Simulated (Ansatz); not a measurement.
**Structural relaxation of generalised stacking fault on (112) of a Nb-Li solid solution (54 atoms)**

How does generalised stacking fault on (112) of a Nb-Li solid solution (54 atoms) relax, and what do bonds and levels look like afterwards?

Calculated with Ansatz 0.2.0; Kohn-Sham DFT, PBE, PAW (set soft_2), plane waves.

## (1) Set-up

The cell holds 54 atoms: 30 Nb and 24 Li. Its edges and angles: a = 8.820 Å, b = 4.801 Å, c = 25.206 Å, α = 90.0°, β = 86.1°, γ = 90.0°. It derives from Nb and Li. Bcc Nb lattice (a = 3.3949 Å, the value set for the mixture), cell with z along [112], 3 x 1 x 3 periods; the third cell vector is tilted by 0.583 of 1/2<111> (its sense, twinning or antitwinning, isn't checked) and lengthened by 0.2 Å, so the cell holds one fault; displaced by a Gaussian of 0.01 Å; 24 of 54 Nb sites given to Li at random (lattice constant by Vegard's rule between Nb and Li).

What the set-up can't give: The cell is under 6 Å thick along one periodic direction, so every atom has periodic images of itself close by, which move with it and show among its neighbours and in g(r). Atoms were free to move along the slip, so the relaxation can undo part or all of it. The host structure and its lattice constant were typed by rule, without a check against the phase diagram.

## (2) Single point at the start

The forces at the start show how far the geometry lies from a minimum of this functional.

Contents of input.yaml:

```yaml
crystal:
  lattice:
    - [8.82021, 0.0, 0.0]
    - [0.0, 4.80111, 0.0]
    - [1.715, 0.0, 25.14732]
  atoms:
    - { symbol: Nb, position: [0.47534, 0.99947, 0.99218] }
    - { symbol: Nb, position: [0.13936, 0.00111, 0.99115] }
    - { symbol: Li, position: [0.80825, 0.00176, 0.9917] }
    - { symbol: Nb, position: [0.76828, 0.49721, 0.05379] }
    - { symbol: Nb, position: [0.43445, 0.50134, 0.05439] }
    - { symbol: Li, position: [0.1012, 0.50079, 0.05474] }
    - { symbol: Li, position: [0.86684, 0.00146, 0.10948] }
    - { symbol: Li, position: [0.53287, 0.00013, 0.11046] }
    - { symbol: Nb, position: [0.19927, 0.99986, 0.11033] }
    - { symbol: Nb, position: [0.63523, 0.49904, 0.16508] }
    - { symbol: Li, position: [0.30374, 0.5014, 0.16508] }
    - { symbol: Li, position: [0.96761, 0.49827, 0.1651] }
    - { symbol: Nb, position: [0.73557, 0.99869, 0.22063] }
    - { symbol: Nb, position: [0.40196, 0.00201, 0.21994] }
    - { symbol: Li, position: [0.0674, 0.99825, 0.21994] }
    - { symbol: Li, position: [0.83573, 0.50004, 0.27551] }
    - { symbol: Li, position: [0.5017, 0.49971, 0.27512] }
    - { symbol: Li, position: [0.16745, 0.50076, 0.27439] }
    - { symbol: Li, position: [0.60217, 0.00071, 0.33064] }
    - { symbol: Li, position: [0.26904, 0.00508, 0.33017] }
    - { symbol: Li, position: [0.93658, 0.99838, 0.3307] }
    - { symbol: Nb, position: [0.70331, 0.50104, 0.38487] }
    - { symbol: Nb, position: [0.37033, 0.49757, 0.3858] }
    - { symbol: Li, position: [0.03462, 0.49898, 0.38556] }
    - { symbol: Nb, position: [0.80368, 0.00098, 0.44071] }
    - { symbol: Nb, position: [0.46946, 0.00081, 0.44102] }
    - { symbol: Li, position: [0.13507, 0.00361, 0.44099] }
    - { symbol: Nb, position: [0.56931, 0.501, 0.49625] }
    - { symbol: Nb, position: [0.23653, 0.4988, 0.49601] }
    - { symbol: Li, position: [0.90228, 0.50142, 0.49596] }
    - { symbol: Nb, position: [0.67078, 0.99869, 0.55094] }
    - { symbol: Nb, position: [0.33599, 0.00473, 0.54988] }
    - { symbol: Nb, position: [0.00381, 0.00037, 0.55086] }
    - { symbol: Nb, position: [0.77124, 0.50211, 0.60604] }
    - { symbol: Li, position: [0.43697, 0.50218, 0.6064] }
    - { symbol: Li, position: [0.10342, 0.50218, 0.60614] }
    - { symbol: Nb, position: [0.53734, 0.99371, 0.6612] }
    - { symbol: Li, position: [0.20541, 0.99922, 0.66148] }
    - { symbol: Li, position: [0.87161, 0.00199, 0.66046] }
    - { symbol: Nb, position: [0.63878, 0.49864, 0.71581] }
    - { symbol: Li, position: [0.30708, 0.50163, 0.71604] }
    - { symbol: Nb, position: [0.97299, 0.50192, 0.71598] }
    - { symbol: Nb, position: [0.73991, 0.99908, 0.77107] }
    - { symbol: Nb, position: [0.40629, 0.99828, 0.77183] }
    - { symbol: Nb, position: [0.07371, 0.00102, 0.77176] }
    - { symbol: Nb, position: [0.50662, 0.50165, 0.82658] }
    - { symbol: Nb, position: [0.17071, 0.50277, 0.82574] }
    - { symbol: Li, position: [0.83887, 0.50352, 0.82697] }
    - { symbol: Nb, position: [0.60492, 0.00143, 0.88108] }
    - { symbol: Nb, position: [0.27372, 0.00151, 0.88147] }
    - { symbol: Nb, position: [0.93775, 0.00062, 0.88076] }
    - { symbol: Nb, position: [0.70675, 0.49809, 0.93645] }
    - { symbol: Li, position: [0.37253, 0.50147, 0.93643] }
    - { symbol: Li, position: [0.0401, 0.50072, 0.93671] }
kpoints:
  mp_grid: { grid: [2, 4, 1] }
hamiltonian:
  xc: pbe
scf:
  occupations: { method: fermi_dirac, width: 0.1 }
output:
  forces: true
```

On the command line:

```bash
$ ansatz run input.yaml --threads 4 --pin off --max-ram 8192MiB --backend cpu --events-out ev --progress --plain --runs-dir out
```

Numbers of over 12 decimals in the logs are rounded to 6 here.

The program printed:

```text
Engine: ansatz 0.2.0, x86_64-unknown-linux-gnu
Pseudopotentials: kind: paw
Pseudopotential: Nb, paw, valence charge 13, recommended cutoff 420 eV (normal), Nb.paw.azcp
Pseudopotential: Li, paw, valence charge 3, recommended cutoff 420 eV (normal), Li.paw.azcp
[... 5 lines on functional and potentials left out ...]
Crystal: 54 atoms, lattice volume = 1064.908 Å³
Basis set: ecut = 420 eV, 20757 PW (Γ), exchange–correlation on 120×72×360 points (8 copies of the dense FFT grid, shifted against one another)
Bands: 285, of which v1, the nominal top of the filled ones, is band 231 counted from 1 (230 counted from 0)
Symmetry: 1 space group operations
Space group: P1 (ITA 1), of the structure as read, at distance tolerance 1.0e-4 Å
k-points: 6 of 8 (time reversal used)
[... 5 lines on functional and potentials left out ...]
Initial density: superposition of atomic densities (neutral atoms: chi_scale 0, normalization atom), corrected by the library's trained network
Initial wavefunctions: pseudopotential atomic-orbital guess
Functional: x = pbe(κ = 0.804, μ = 0.219515), c = pbe(β = 0.066725)
SCF iter   1: F=—  HF=-141453.189854 eV  |F-HF|=—  |Δ(HF+E_count)|=         —  Δρ=8.70e-3  dr2=3.24e1  ethr=1.77e-3  ⟨swp⟩=9.7  Hψ=7578  notcnv=0
preconditioner: auto → Kerker (q_TF=auto, 2.374 Å⁻¹)  [metal: Δε(μ)=0.008 eV  Ē_g=2.503 eV  σ=0.100 eV  W_gap=0.02  n_scr=234 (ndim 8)  ℏωp=15.0 eV  f_vac=0.000  D(μ)=66.46/eV (n_scr^D=686)]
SCF iter   2: F=—  HF=-141453.062697 eV  |F-HF|=—  |Δ(HF+E_count)|=   1.27e-1  Δρ=3.74e-3  dr2=5.17e0  ethr=1.77e-3  ⟨swp⟩=1.0  Hψ=1968  notcnv=0
SCF iter   3: F=—  HF=-141453.018872 eV  |F-HF|=—  |Δ(HF+E_count)|=   4.38e-2  Δρ=9.44e-4  dr2=2.99e-2  ethr=1.12e-3  ⟨swp⟩=1.0  Hψ=1710  notcnv=0
SCF iter   4: F=—  HF=-141453.017990 eV  |F-HF|=—  |Δ(HF+E_count)|=   8.82e-4  Δρ=3.36e-4  dr2=4.82e-3  ethr=6.47e-6  ⟨swp⟩=2.0  Hψ=1901  notcnv=0
SCF iter   5: F=—  HF=-141453.017784 eV  |F-HF|=—  |Δ(HF+E_count)|=   2.06e-4  Δρ=9.04e-5  dr2=2.74e-4  ethr=1.04e-6  ⟨swp⟩=2.0  Hψ=2029  notcnv=0
SCF iter   6: F=—  HF=-141453.017778 eV  |F-HF|=—  |Δ(HF+E_count)|=   6.12e-6  Δρ=3.70e-5  dr2=5.58e-5  ethr=5.93e-8  ⟨swp⟩=2.0  Hψ=2324  notcnv=0
SCF iter   7: F=—  HF=-141453.017641 eV  |F-HF|=—  |Δ(HF+E_count)|=   1.37e-4  Δρ=1.14e-5  dr2=6.06e-6  ethr=1.21e-8  ⟨swp⟩=2.0  Hψ=2275  notcnv=0
SCF iter   8: F=—  HF=-141453.017640 eV  |F-HF|=—  |Δ(HF+E_count)|=   3.01e-7  Δρ=3.20e-6  dr2=3.34e-7  ethr=1.31e-9  ⟨swp⟩=2.0  Hψ=2212  notcnv=0
SCF iter   9: F=-141453.017640 eV  HF=-141453.017640 eV  |F-HF|=3.69e-8  |Δ(HF+E_count)|=   2.64e-8  Δρ=1.07e-6  dr2=4.80e-8  ethr=2.16e-11  ⟨swp⟩=3.5  Hψ=4556  notcnv=0
SCF 1 converged in 9 iterations: F = -141453.017640 eV  dr2 = 4.80e-8
  greatest PAW one-centre occupation: 1.000 electrons in one spin orbital (limit 2), on the Li atom at site 47 (counted from 0), in its partial waves of l = 0
SCF converged after 9 iterations
Free energy (F): -141453.017640 eV
Harris-Foulkes:  -141453.017640 eV  (|F-HF|=3.69e-8)
Internal energy: -141450.884281 eV  (E = F + TS)
E sigma→0 (E₀):  -141451.950960 eV
Entropy (-TS):   -2.133360 eV (-39.507 meV/atom)
Fermi energy:    9.201724 eV
--- Per-component energies (eV) ---
  E_band       = -6987.909738
  E_kinetic    = 12199.238967
  E_local      = -53535.589316  (includes V_loc(G=0)·N_el)
  E_nonlocal   = 2820.838266
  E_hartree    = 20830.348035
  E_xc         = -5439.215683
  E_vxc        = -6606.691546  (∫ρ·V_xc dr)
  E_paw        = -92704.551291  (= ΣΔE_a)
  E_vpaw       = -3526.385093  (= ΣTr[D̂ρ^β])
  E_aug_tail   = 0.000571  (compensation charges beyond the density's cutoff)
  E_ewald      = -25621.953830
  E_smearing   = -2.133360  (= −TS)
  E_closure    = -0.000000  (closes the sum)
  Σ components = -141453.017640   (vs F -141453.017640, Δ=0.00e0)
--- Forces (eV/Å), atoms counted from 1 ---
  atom   1  Nb    -0.02432814     0.02792264    -0.02648211
  atom   2  Nb     1.36491671    -0.01272085     0.42488629
  atom   3  Li    -0.01427302    -0.06585637    -0.08505894
  atom   4  Nb    -1.82956724     0.08875890    -0.17443811
  atom   5  Nb     0.24285232    -0.02562632    -0.10130758
  atom   6  Li    -0.02203909    -0.00249806     0.07042949
  atom   7  Li    -0.09495198    -0.04065101     0.04840044
  atom   8  Li     0.42675634    -0.00000482    -0.15339631
  atom   9  Nb     1.50101972     0.02003733    -1.37715792
  atom  10  Nb    -0.26573337    -0.01116880     0.10269746
  atom  11  Li    -0.22059746    -0.00495199     0.07705761
  atom  12  Li     0.02591313     0.01029232    -0.12551530
  atom  13  Nb    -2.03616496     0.01756216    -1.07570070
  atom  14  Nb     1.77083569    -0.01331373    -1.13367308
[...]
atom  53  Li    -0.29013973    -0.01098022     0.19686625
  atom  54  Li     0.06406551     0.00127953     0.11740566
  max |Σ_I F_I| component: 1.40e-5 eV/Å
```

Run time: 33 s. Hardware: 4 threads of AMD EPYC 7R13 (Zen 3), shared host; peak memory 4.6 GiB; 2.2 min of CPU time.

The column dr2 measures how far the density is from self-consistency, as an energy; F and HF (Harris–Foulkes) agree once it is small.

Read from the output:

- free energy: -141453.0176 eV
- free energy per atom: -2619.5003 eV/atom
- SCF cycles: 9
- r.m.s. force component: 0.4976 eV/Å
- longest force: 2.424 eV/Å
- Fermi energy: 9.202 eV

The r.m.s. force component of 0.50 eV/Å sets the starting point.

Length of the force by element:

| element | coordination | atoms | mean length of the force (eV/Å) | spread | least | most |
| --- | --- | --- | --- | --- | --- | --- |
| Li | all | 24 | 0.203 | 0.100 | 0.0738 | 0.454 |
| Nb | all | 30 | 0.877 | 0.726 | 0.0455 | 2.42 |

## (3) Relaxation

With the cell held, the atoms are moved downhill towards a nearby minimum.

input.yaml: that of step 2 with these lines changed.

```diff
@@ -15 +15,4 @@
   forces: true
+relax:
+  f_tol: 0.03
+  max_steps: 80
```

The program printed:

```text
[...]
Crystal: 54 atoms, lattice volume = 1064.908 Å³
Basis set: ecut = 420 eV, 20757 PW (Γ), exchange–correlation on 120×72×360 points (8 copies of the dense FFT grid, shifted against one another)
Bands: 285, of which v1, the nominal top of the filled ones, is band 231 counted from 1 (230 counted from 0)
Symmetry: 1 space group operations
[...]
k-points: 6 of 8 (time reversal used)
[...]
SCF iter   1: F=—  HF=-141453.189854 eV  |F-HF|=—  |Δ(HF+E_count)|=         —  Δρ=8.70e-3  dr2=3.24e1  ethr=1.77e-3  ⟨swp⟩=9.7  Hψ=7578  notcnv=0
[...]
SCF iter   7: F=-141453.017636 eV  HF=-141453.017641 eV  |F-HF|=5.03e-6  |Δ(HF+E_count)|=   3.52e-6  Δρ=1.14e-5  dr2=6.15e-6  ethr=4.87e-9  ⟨swp⟩=3.0  Hψ=3766  notcnv=0
SCF 1 converged in 7 iterations: F = -141453.017636 eV  dr2 = 6.15e-6
[...]
relax step   1: F+E_penalty+E_count = -141453.01763565 eV  Δ(F+E_penalty+E_count) = +0.000e0 eV  max|allowed force component| = 2.036e0 eV/Å  Δτ_max = 0.0000 Å  (7 SCF iters, dr2 threshold 2.25e-5 eV, accepted)
[... from here on, the SCF cycles and remarks between the steps are left out ...]
relax step   2: F+E_penalty+E_count = -141455.81778823 eV  Δ(F+E_penalty+E_count) = -2.800e0 eV  max|allowed force component| = 1.477e0 eV/Å  Δτ_max = 0.1950 Å  (6 SCF iters, dr2 threshold 1.00e-4 eV, accepted)
relax step   3: F+E_penalty+E_count = -141457.43968247 eV  Δ(F+E_penalty+E_count) = -1.622e0 eV  max|allowed force component| = 1.382e0 eV/Å  Δτ_max = 0.1937 Å  (6 SCF iters, dr2 threshold 1.00e-4 eV, accepted)
relax step   4: F+E_penalty+E_count = -141458.55720267 eV  Δ(F+E_penalty+E_count) = -1.118e0 eV  max|allowed force component| = 8.006e-1 eV/Å  Δτ_max = 0.1960 Å  (6 SCF iters, dr2 threshold 1.00e-4 eV, accepted)
relax step   5: F+E_penalty+E_count = -141459.51692725 eV  Δ(F+E_penalty+E_count) = -9.597e-1 eV  max|allowed force component| = 4.142e-1 eV/Å  Δτ_max = 0.1932 Å  (6 SCF iters, dr2 threshold 1.00e-4 eV, accepted)
relax step   6: F+E_penalty+E_count = -141460.12910241 eV  Δ(F+E_penalty+E_count) = -6.122e-1 eV  max|allowed force component| = 3.881e-1 eV/Å  Δτ_max = 0.1948 Å  (6 SCF iters, dr2 threshold 4.59e-5 eV, accepted)
relax step   7: F+E_penalty+E_count = -141460.41322619 eV  Δ(F+E_penalty+E_count) = -2.841e-1 eV  max|allowed force component| = 2.082e-1 eV/Å  Δτ_max = 0.1949 Å  (6 SCF iters, dr2 threshold 4.03e-5 eV, accepted)
relax step   8: F+E_penalty+E_count = -141460.57880701 eV  Δ(F+E_penalty+E_count) = -1.656e-1 eV  max|allowed force component| = 3.405e-1 eV/Å  Δτ_max = 0.1904 Å  (6 SCF iters, dr2 threshold 1.25e-5 eV, accepted)
relax step   9: F+E_penalty+E_count = -141460.71221145 eV  Δ(F+E_penalty+E_count) = -1.334e-1 eV  max|allowed force component| = 2.731e-1 eV/Å  Δτ_max = 0.1951 Å  (6 SCF iters, dr2 threshold 3.34e-5 eV, accepted)
relax step  10: F+E_penalty+E_count = -141460.81751754 eV  Δ(F+E_penalty+E_count) = -1.053e-1 eV  max|allowed force component| = 1.011e-1 eV/Å  Δτ_max = 0.1945 Å  (6 SCF iters, dr2 threshold 4.80e-5 eV, accepted)
relax step  11: F+E_penalty+E_count = -141460.88251409 eV  Δ(F+E_penalty+E_count) = -6.500e-2 eV  max|allowed force component| = 2.239e-1 eV/Å  Δτ_max = 0.1954 Å  (7 SCF iters, dr2 threshold 1.40e-6 eV, accepted)
relax step  12: F+E_penalty+E_count = -141460.91254473 eV  Δ(F+E_penalty+E_count) = -3.003e-2 eV  max|allowed force component| = 2.037e-1 eV/Å  Δτ_max = 0.1832 Å  (6 SCF iters, dr2 threshold 6.87e-6 eV, accepted)
relax step  13: F+E_penalty+E_count = -141460.93193522 eV  Δ(F+E_penalty+E_count) = -1.939e-2 eV  max|allowed force component| = 1.558e-1 eV/Å  Δτ_max = 0.1697 Å  (6 SCF iters, dr2 threshold 3.44e-5 eV, accepted)
relax step  14: F+E_penalty+E_count = -141460.94709697 eV  Δ(F+E_penalty+E_count) = -1.516e-2 eV  max|allowed force component| = 1.728e-1 eV/Å  Δτ_max = 0.1617 Å  (6 SCF iters, dr2 threshold 1.42e-5 eV, accepted)
relax step  15: F+E_penalty+E_count = -141460.96895406 eV  Δ(F+E_penalty+E_count) = -2.186e-2 eV  max|allowed force component| = 1.495e-1 eV/Å  Δτ_max = 0.1951 Å  (6 SCF iters, dr2 threshold 1.75e-5 eV, accepted)
relax step  16: F+E_penalty+E_count = -141461.02393444 eV  Δ(F+E_penalty+E_count) = -5.498e-2 eV  max|allowed force component| = 2.328e-1 eV/Å  Δτ_max = 0.1951 Å  (7 SCF iters, dr2 threshold 1.68e-5 eV, accepted)
relax step  17: F+E_penalty+E_count = -141461.17647781 eV  Δ(F+E_penalty+E_count) = -1.525e-1 eV  max|allowed force component| = 5.014e-1 eV/Å  Δτ_max = 0.1949 Å  (7 SCF iters, dr2 threshold 4.06e-5 eV, accepted)
relax step  18: F+E_penalty+E_count = -141461.46327532 eV  Δ(F+E_penalty+E_count) = -2.868e-1 eV  max|allowed force component| = 5.295e-1 eV/Å  Δτ_max = 0.1948 Å  (6 SCF iters, dr2 threshold 1.00e-4 eV, accepted)
relax step  19: F+E_penalty+E_count = -141461.73758183 eV  Δ(F+E_penalty+E_count) = -2.743e-1 eV  max|allowed force component| = 3.145e-1 eV/Å  Δτ_max = 0.1952 Å  (6 SCF iters, dr2 threshold 1.00e-4 eV, accepted)
relax step  20: F+E_penalty+E_count = -141461.88878276 eV  Δ(F+E_penalty+E_count) = -1.512e-1 eV  max|allowed force component| = 7.608e-1 eV/Å  Δτ_max = 0.1958 Å  (6 SCF iters, dr2 threshold 3.49e-5 eV, accepted)
relax step  21: F+E_penalty+E_count = -141461.91796171 eV  Δ(F+E_penalty+E_count) = -2.918e-2 eV  max|allowed force component| = 5.568e-1 eV/Å  Δτ_max = 0.1907 Å  (6 SCF iters, dr2 threshold 1.00e-4 eV, accepted)
relax step  22: F+E_penalty+E_count = -141461.99747892 eV  Δ(F+E_penalty+E_count) = -7.952e-2 eV  max|allowed force component| = 2.338e-1 eV/Å  Δτ_max = 0.0999 Å  (6 SCF iters, dr2 threshold 1.00e-4 eV, accepted)
relax step  23: F+E_penalty+E_count = -141461.99334938 eV  Δ(F+E_penalty+E_count) = +4.130e-3 eV  max|allowed force component| = 3.059e-1 eV/Å  Δτ_max = 0.2000 Å  (6 SCF iters, dr2 threshold 9.64e-6 eV, rejected (line search))
relax step  24: F+E_penalty+E_count = -141462.03307138 eV  Δ(F+E_penalty+E_count) = -3.559e-2 eV  max|allowed force component| = 7.469e-2 eV/Å  Δτ_max = 0.0968 Å  (8 SCF iters, accepted)
relax step  25: F+E_penalty+E_count = -141462.03699105 eV  Δ(F+E_penalty+E_count) = -3.920e-3 eV  max|allowed force component| = 3.690e-2 eV/Å  Δτ_max = 0.0395 Å  (7 SCF iters, accepted)
relax step  26: F+E_penalty+E_count = -141462.02422790 eV  Δ(F+E_penalty+E_count) = +1.276e-2 eV  max|allowed force component| = 1.351e-1 eV/Å  Δτ_max = 0.0792 Å  (8 SCF iters, rejected (line search))
relax step  27: F+E_penalty+E_count = -141462.03952227 eV  Δ(F+E_penalty+E_count) = -2.531e-3 eV  max|allowed force component| = 1.709e-2 eV/Å  Δτ_max = 0.0351 Å  (7 SCF iters, accepted)
SCF converged after 7 iterations
Free energy (F): -141462.039522 eV
[...]
Internal energy: -141460.427526 eV  (E = F + TS)
E sigma→0 (E₀):  -141461.233524 eV
Entropy (-TS):   -1.611997 eV (-29.852 meV/atom)
Fermi energy:    9.308130 eV
[...]
--- Forces (eV/Å), atoms counted from 1 ---
  atom   1  Nb    -0.00303347     0.00000955     0.00789838
  atom   2  Nb    -0.00876462    -0.00007200     0.01217239
  atom   3  Li    -0.00054302     0.00003949     0.00452053
  atom   4  Nb     0.00856903    -0.00006589     0.01131920
  atom   5  Nb    -0.00653932    -0.00011864    -0.00055973
  atom   6  Li    -0.00565708     0.00017112    -0.00153816
  atom   7  Li     0.00127372    -0.00002922     0.00003403
  atom   8  Li    -0.00669167     0.00004129    -0.00244304
  atom   9  Nb     0.00616463     0.00004325    -0.00768533
  atom  10  Nb    -0.00283057     0.00003782     0.00645263
  atom  11  Li    -0.00110190    -0.00009659    -0.00205424
  atom  12  Li     0.00068497     0.00002241    -0.00128570
  atom  13  Nb     0.00549563    -0.00003606    -0.00577734
  atom  14  Nb    -0.00486539     0.00001269    -0.00095733
[...]
atom  53  Li    -0.00649291     0.00000002     0.00258040
  atom  54  Li     0.01428549    -0.00000982    -0.00693931
  max |Σ_I F_I| component: 1.48e-4 eV/Å
--- Relaxed structure (27 steps of the walk, 25 accepted, 0 SCFs on fresh bases) ---
  F+E_penalty+E_count = -141462.03952227 eV   max|allowed force component| = 1.709e-2 eV/Å
  atoms:
    - { symbol: Nb, position: [0.502295, 1.000514, 0.979349] }
    - { symbol: Nb, position: [0.192973, 0.000521645, 0.986638] }
    - { symbol: Li, position: [0.838916, 0.000504174, 0.984143] }
    - { symbol: Nb, position: [0.599151, 0.500515, 0.034862] }
[...]
- { symbol: Li, position: [0.074700, 0.500518, 0.933825] }
```

Elapsed: 13 min, on 4 threads; peak memory 4.7 GiB.

The steps of the relaxation (22 of 27):

| step | energy less that of the first step (eV) | largest force component (eV/Å) |
| --- | --- | --- |
| 1 | 0.0000 | 2.0362 |
| 2 | -2.8002 | 1.4773 |
| 3 | -4.4220 | 1.3822 |
| 5 | -6.4993 | 0.4142 |
| 6 | -7.1115 | 0.3881 |
| 7 | -7.3956 | 0.2082 |
| 8 | -7.5612 | 0.3405 |
| 10 | -7.7999 | 0.1011 |
| 11 | -7.8649 | 0.2239 |
| 12 | -7.8949 | 0.2037 |
| 13 | -7.9143 | 0.1558 |
| 15 | -7.9513 | 0.1495 |
| 16 | -8.0063 | 0.2328 |
| 17 | -8.1588 | 0.5014 |
| 18 | -8.4456 | 0.5295 |
| 20 | -8.8711 | 0.7608 |
| 21 | -8.9003 | 0.5568 |
| 22 | -8.9798 | 0.2338 |
| 23 | -8.9757 | 0.3059 |
| 25 | -9.0194 | 0.0369 |
| 26 | -9.0066 | 0.1351 |
| 27 | -9.0219 | 0.0171 |

Relaxation steps 23, 26 were tried and not accepted.

The atoms that moved most (Å):

| atom | dx | dy | dz | length |
| --- | --- | --- | --- | --- |
| Nb13 | -1.630 | 0.009 | -0.680 | 1.766 |
| Nb10 | -1.609 | 0.007 | -0.582 | 1.711 |
| Nb9 | 1.529 | 0.003 | -0.643 | 1.659 |
| Li12 | -1.630 | 0.011 | -0.231 | 1.646 |
| Li11 | -1.544 | -0.004 | -0.442 | 1.606 |
| Li8 | 1.517 | 0.002 | -0.516 | 1.602 |
| Nb4 | -1.524 | 0.016 | -0.476 | 1.597 |
| Li7 | 1.560 | -0.005 | -0.322 | 1.593 |

The relaxation changed the energy by -167 meV/atom, and atoms moved by 0.84 Å r.m.s., 1.8 Å at most.

(Continued in part 2 of 2.)

[Logs are printed without paths, hosts, clocks, repeated set-up lines and the standing remarks that a program may print on its own settings, such as how far it seeks lower states.]

[Hosts, paths, dates, database ids (printed as entryN), source tags and the programs' standing remarks are cut or masked in the printed files.]
